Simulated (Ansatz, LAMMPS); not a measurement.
# Relaxing a frame of liquid Al9Ni from 1795 K (100 atoms), part 2 of 2

Wanted: the relaxed structure of a frame of liquid Al9Ni from 1795 K (100 atoms) and its electronic structure.

Ansatz 0.2.0; Kohn-Sham DFT, PBE, PAW (set soft_2), plane waves.

The cell: 90 Al and 10 Ni. The network of bonds at the start is that of the classical potential that made the cell.

So far, density (g/cm³): step 5 (structure statistics after relaxation) 2.65.

### 6. Single point at the relaxed geometry

One more single point at the end of the walk gives the fuller output and checks the residual forces.

File input.yaml:

```yaml
crystal:
  lattice:
    - [12.3626, 0.0, 0.0]
    - [0.0, 12.3626, 0.0]
    - [0.0, 0.0, 12.3626]
  atoms:
    - { symbol: Al, position: [0.26141, 0.77116, 0.01619] }
    - { symbol: Al, position: [0.14241, 0.43957, 0.11831] }
    - { symbol: Al, position: [0.06033, 0.30216, 0.96042] }
    - { symbol: Al, position: [0.99361, 0.25329, 0.59388] }
    - { symbol: Al, position: [0.39248, 0.36965, 0.52294] }
    - { symbol: Al, position: [0.71503, 0.08998, 0.8392] }
    - { symbol: Al, position: [0.17177, 0.39963, 0.52529] }
    - { symbol: Al, position: [0.88937, 0.42476, 0.88314] }
    - { symbol: Al, position: [0.02106, 0.04172, 0.28265] }
    - { symbol: Al, position: [0.04418, 0.85247, 0.73743] }
    - { symbol: Al, position: [0.8333, 0.4128, 0.55089] }
    - { symbol: Al, position: [0.69698, 0.15477, 0.45116] }
    - { symbol: Al, position: [0.65711, 0.89672, 0.71932] }
    - { symbol: Al, position: [0.47637, 0.81492, 0.93861] }
    - { symbol: Al, position: [0.18796, 0.80147, 0.53588] }
    - { symbol: Al, position: [0.26402, 0.48389, 0.31564] }
    - { symbol: Al, position: [0.34436, 0.34944, 0.82531] }
    - { symbol: Al, position: [0.0899, 0.82041, 0.32925] }
    - { symbol: Al, position: [0.54951, 0.18442, 0.28903] }
    - { symbol: Al, position: [0.08677, 0.32691, 0.31631] }
    - { symbol: Al, position: [0.05761, 0.11162, 0.07218] }
    - { symbol: Al, position: [0.20427, 0.99696, 0.41153] }
    - { symbol: Al, position: [0.69005, 0.41625, 0.73491] }
    - { symbol: Al, position: [0.43, 0.64832, 0.36826] }
    - { symbol: Al, position: [0.64897, 0.97156, 0.01303] }
    - { symbol: Al, position: [0.86314, 0.19931, 0.97827] }
    - { symbol: Al, position: [0.68717, 0.34159, 0.99615] }
    - { symbol: Al, position: [0.88776, 0.25473, 0.37689] }
    - { symbol: Al, position: [0.27405, 0.84622, 0.79903] }
    - { symbol: Al, position: [0.50432, 0.15409, 0.06433] }
    - { symbol: Al, position: [0.66901, 0.70519, 0.59542] }
    - { symbol: Al, position: [0.83487, 0.78352, 0.77795] }
    - { symbol: Al, position: [0.86363, 0.99306, 0.69018] }
    - { symbol: Al, position: [0.54361, 0.49972, 0.08524] }
    - { symbol: Al, position: [0.15167, 0.65908, 0.71513] }
    - { symbol: Al, position: [0.82776, 0.57839, 0.71241] }
    - { symbol: Al, position: [0.0693, 0.6084, 0.25105] }
    - { symbol: Al, position: [0.18704, 0.94735, 0.15833] }
    - { symbol: Al, position: [0.73068, 0.45936, 0.20366] }
    - { symbol: Al, position: [0.41379, 0.99629, 0.22664] }
    - { symbol: Al, position: [0.01804, 0.12152, 0.81116] }
    - { symbol: Al, position: [0.13339, 0.50434, 0.88266] }
    - { symbol: Al, position: [0.9075, 0.48697, 0.35176] }
    - { symbol: Al, position: [0.29644, 0.59226, 0.54783] }
    - { symbol: Al, position: [0.37661, 0.3294, 0.19594] }
    - { symbol: Al, position: [0.23326, 0.08101, 0.80085] }
    - { symbol: Al, position: [0.89633, 0.04788, 0.47311] }
    - { symbol: Al, position: [0.55165, 0.25161, 0.85137] }
    - { symbol: Al, position: [0.22326, 0.18689, 0.5647] }
    - { symbol: Al, position: [0.14754, 0.3055, 0.75116] }
    - { symbol: Al, position: [0.06692, 0.58792, 0.48552] }
    - { symbol: Al, position: [0.33023, 0.50905, 0.00749] }
    - { symbol: Al, position: [0.34418, 0.99454, 0.99866] }
    - { symbol: Al, position: [0.41026, 0.18394, 0.68713] }
    - { symbol: Al, position: [0.04747, 0.71701, 0.92138] }
    - { symbol: Al, position: [0.85844, 0.87747, 0.31863] }
    - { symbol: Al, position: [0.42206, 0.8731, 0.44979] }
    - { symbol: Al, position: [0.64014, 0.20578, 0.65708] }
    - { symbol: Al, position: [0.52558, 0.44287, 0.32189] }
    - { symbol: Al, position: [0.46075, 0.78945, 0.66629] }
    - { symbol: Al, position: [0.81051, 0.75275, 0.99829] }
    - { symbol: Al, position: [0.52784, 0.02276, 0.58876] }
    - { symbol: Al, position: [0.23205, 0.15497, 0.2432] }
    - { symbol: Al, position: [0.72152, 0.56026, 0.92735] }
    - { symbol: Al, position: [0.50204, 0.55567, 0.62874] }
    - { symbol: Al, position: [0.75189, 0.22011, 0.18781] }
    - { symbol: Al, position: [0.88371, 0.96134, 0.92948] }
    - { symbol: Al, position: [0.43472, 0.68234, 0.12329] }
    - { symbol: Al, position: [0.98636, 0.81438, 0.12682] }
    - { symbol: Al, position: [0.51427, 0.48588, 0.85749] }
    - { symbol: Al, position: [0.30867, 0.97439, 0.61838] }
    - { symbol: Al, position: [0.84264, 0.25146, 0.74946] }
    - { symbol: Al, position: [0.49748, 0.01152, 0.82626] }
    - { symbol: Al, position: [0.11314, 0.93776, 0.94028] }
    - { symbol: Al, position: [0.80817, 0.67049, 0.22127] }
    - { symbol: Al, position: [0.62738, 0.77865, 0.11782] }
    - { symbol: Al, position: [0.94039, 0.56353, 0.0628] }
    - { symbol: Al, position: [0.29918, 0.79232, 0.25267] }
    [... 16 atom lines left out ...]
    - { symbol: Ni, position: [0.21508, 0.66691, 0.38041], spin: 0.6 }
    - { symbol: Ni, position: [0.38574, 0.15679, 0.89493], spin: 0.6 }
    - { symbol: Ni, position: [0.58045, 0.32248, 0.16479], spin: 0.6 }
    - { symbol: Ni, position: [0.06488, 0.156, 0.43819], spin: 0.6 }
    - { symbol: Ni, position: [0.44468, 0.34227, 0.00018], spin: 0.6 }
    - { symbol: Ni, position: [0.59837, 0.62151, 0.24594], spin: 0.6 }
magnetization:
  spin_polarized: true
kpoints:
  mp_grid: { grid: [2, 2, 2] }
hamiltonian:
  xc: pbe
scf:
  occupations: { method: cold, width: 0.15 }
  lower_state_search: "off"
output:
  forces: true
  stress: true
  populations: intrinsic
  dos:
    method: { smearing: { sigma: 0.08 } }
    de: 0.1
    projected: { site_lists: { Al: [Al], Ni: [Ni] } }
  eigenvalues: true
  write_density: true
  write_potential: true
  volumetric_format: npy
```

Launch:

```sh
> ansatz run input.yaml --threads 16 --pin off --max-ram 31232MiB --backend cpu --events-out ev --progress --plain --runs-dir out
```

The job ended after 3 min (16 threads of Arm Neoverse V2, shared host; peak memory 25 GiB).

Numbers from this run:

```yaml
free_energy: -106771.6778 eV
free_energy_per_atom: -1067.7168 eV/atom
scf_cycles: 30
pressure: -4.963 GPa
r_m_s_force_component: 0.0073 eV/Å
longest_force: 0.02914 eV/Å
fermi_energy: 6.678 eV
levels_partly_filled_by_over_2_per_cent: 88
```

States in the cell by windows of 1 eV, zero at the Fermi level; the larger projections on atomic orbitals stand beside the total:

| from (eV) | to (eV) | total up | total down | Al p | Al s | Ni d |
| --- | --- | --- | --- | --- | --- | --- |
| -14 | -11 | 0.0 | 0.0 | 0.0 | 0.0 | 0.0 |
| -11 | -10 | 0.1 | 0.1 | 0.0 | 0.1 | 0.0 |
| -10 | -9 | 4.2 | 4.2 | 2.8 | 4.7 | 0.0 |
| -9 | -8 | 7.5 | 7.5 | 7.4 | 6.8 | 0.0 |
| -8 | -7 | 10.7 | 10.7 | 12.0 | 8.6 | 0.1 |
| -7 | -6 | 12.4 | 12.4 | 14.2 | 9.6 | 0.3 |
| -6 | -5 | 16.2 | 16.2 | 18.7 | 11.9 | 1.1 |
| -5 | -4 | 16.5 | 16.5 | 18.0 | 10.8 | 3.4 |
| -4 | -3 | 24.2 | 24.2 | 23.7 | 11.1 | 12.5 |
| -3 | -2 | 41.2 | 41.2 | 27.7 | 7.4 | 45.9 |
| -2 | -1 | 29.7 | 29.7 | 29.0 | 7.7 | 21.2 |
| -1 | 0 | 22.1 | 22.1 | 28.1 | 9.1 | 5.3 |
| 0 | 1 | 21.6 | 21.6 | 26.2 | 11.2 | 3.0 |
| 1 | 2 | 21.7 | 21.7 | 26.7 | 10.9 | 1.9 |
| 2 | 3 | 26.9 | 26.9 | 33.0 | 12.6 | 1.6 |

The curve was stored every 0.10 eV, coarse against its broadening of 0.08 eV, so these counts are rough.

The stored curve holds about 369 of the 450 electrons; the rest, give or take the few that broadening carries across the Fermi level, lie in deeper levels below its range.

The levels nearest the highest filled one (over half full), pooled over k-points and spins:

```
level less the highest filled one (eV)  occupation
                               -0.0136       0.625
                               -0.0136       0.625
                               -0.0029       0.571
                               -0.0029       0.571
                                     0       0.556
                                     0       0.556
                                0.0221       0.448
                                0.0221       0.448
                                0.0268       0.426
                                0.0268       0.426
                                0.0279        0.42
                                0.0279        0.42
```

Valence density in the ac plane at fractional y = 0.012, with atoms of Al and Ni within 0.2 Å of it. It is the smooth field of the valence electrons, not physical close to the nuclei.

Ten steps, logarithmic in the rise over the least value, from '0' (0 e/Å³) to '9' (37 e/Å³), each cell a mean:
```
00000000000000000000000000000000000
00000000000000000000000000000000000
00000000000000000000000000000000000
00000000000000000000000000000000000
00000000000000000000000000000000000
00000000000000000000000000000000000
00000000000000000000000000000000000
00000000000000000000000000000000000
00000000000000000000000000000000000
00000000000000000000000000000000000
00000000000000000000000000000000000
00000000000000000000000000000000000
00000000000000000111110000000000000
00000000000000001257521000000000000
00000000000000001389841000000000000
00000000000000000256521000000000000
00000000000000000011110000000000000
00000000000000000000000000000000000
00000000000000000000000000000000000
00000000000000000000000000000000000
00000000000000000000000000000000000
00000000000000000000000000000000000
00000000000000000000000000000000000
00000000000000000000000000000000000
```
Columns run along a (12.4 Å), rows up along c (12.4 Å). Atoms in or near the plane, at fractional coordinates: Al at (0.20, 0.41), Al at (0.41, 0.23), Al at (0.53, 0.59), Al at (0.50, 0.83), Al at (0.08, 0.60), Al at (0.85, 0.14), Ni at (0.55, 0.39).

Electrostatic potential energy in the ac plane at fractional y = 0.012, with atoms of Al and Ni within 0.2 Å of it. With pseudopotentials it is smooth inside the atoms' cores, unlike the true potential.

Ten even steps from '0' (-12 eV) to '9' (9 eV), each cell a mean:
```
98755689861131379999731137998521379
98644579986334788888876678987200158
99876788888888863124799877787522378
99999876568999721431588754688877889
88999863236899721431588766789988999
99999975457999863125899888887434789
99999998878899998788999999972121269
86446899853357998766899999961242168
41221588610105885111279999984111478
21551378610005762154048999998777887
51111589854357873121158877899876678
87667787888899997544688754687511137
99998521258999999855688765787302116
99996124116899998300028888898521147
88986123127999997000007999999876788
33577532368999998400038999999999875
11048888899985456876665568999999850
11048999999830111688730015899999850
22478766899721530488620015886546774
88887422589851112799863357851111588
99987422589987668999998889831551379
98888766788778899999987788851111589
98888999974112589999731136887667899
98878899850241279998501005899877899
```
Columns run along a (12.4 Å; values clipped at the 3rd and 97th percentile), rows up along c (12.4 Å). Atoms in or near the plane, at fractional coordinates: Al at (0.20, 0.41), Al at (0.41, 0.23), Al at (0.53, 0.59), Al at (0.50, 0.83), Al at (0.08, 0.60), Al at (0.85, 0.14), Ni at (0.55, 0.39).

Within 0.4 eV of the Fermi level the largest share is Al p (66 % of the projected weight).

The surroundings of Al90, which has 9 bonded neighbours where the commonest count for Al is 11, nearest first, numbered as they follow in the input and with coordinates relative to it.

```
atom      x      y      z  distance (Å)  bonds
Al90   0.00   0.00   0.00          0.00      9
Ni94  -1.32  -0.06   2.17          2.54      9
Al58   0.32  -2.00   1.82          2.73      9
Al59  -1.10   0.93  -2.32          2.73     11
 Al5  -2.74   0.02   0.16          2.75     11
Al86   1.06   2.30  -1.11          2.77     10
Al11   2.71   0.55   0.51          2.81      9
Al12   1.02  -2.64  -0.73          2.92     10
Al23   0.94   0.60   2.78          3.00     12
Al65  -1.39   2.32   1.47          3.08     11
```

The column of bonds counts only the pairs Al-Al within 3.58 Å, Al-Ni within 3.53 Å, Ni-Ni within 3.58 Å; other neighbours, such as metal atoms beside each other in a compound, aren't counted, and periodic images can show an atom twice.

### 7. Outcome

| Item | Value |
| --- | --- |
| energy change in the relaxation | -298.1 meV/atom |
| r.m.s. displacement | 1.215 Å |
| largest displacement | 2.681 Å |
| free energy per atom | -1067.7168 eV/atom |
| pressure | -4.963 GPa |
| r.m.s. force component | 0.0073 eV/Å |
| wall time of the 3 DFT runs | 68 min |

What this shows: Relaxation lowers the energy by 298 meV/atom and moves atoms by 1.2 Å r.m.s.; the r.m.s. force component goes from 1.0 to 0.0073 eV/Å. By the final cutoffs 118 of 504 bonded pairs parted and 136 joined. First to last step the energy falls by 29.806 eV; the largest move, 2.68 Å, is that of Al64. The Ni-Ni bonds change most in mean length: from 2.531 Å (spread 0.321) to 2.835 Å (spread 0.154), and their number from 6 to 5. Counting bonds as in the table, 31 % of Al atoms have 11 and 40 % of Ni atoms have 9 bonded neighbours. 88 levels are partly filled, by over 2 % (on the run's k-points), as in a metal.

**Limits.** In the spin-polarised runs the search for a state of lower energy was switched off. The starting topology of bonds comes from the classical model; in DFT 118 of its 504 bonded pairs passed out of the cutoffs and 136 came within them. The run was spin polarised, started with 10 parallel moments, ending at 0.0 μB in the cell; the starting moments vanished. The moments were started parallel, whereas the real liquid is a paramagnet at this temperature. The pressure of -5.0 GPa means that a free cell would contract at this level.

[Logs are printed without paths, hosts, clocks, repeated set-up lines and the standing remarks that a program may print on its own settings, such as how far it seeks lower states.]

[Hosts, paths, dates, database ids (printed as entryN), source tags and the programs' standing remarks are cut or masked in the printed files.]
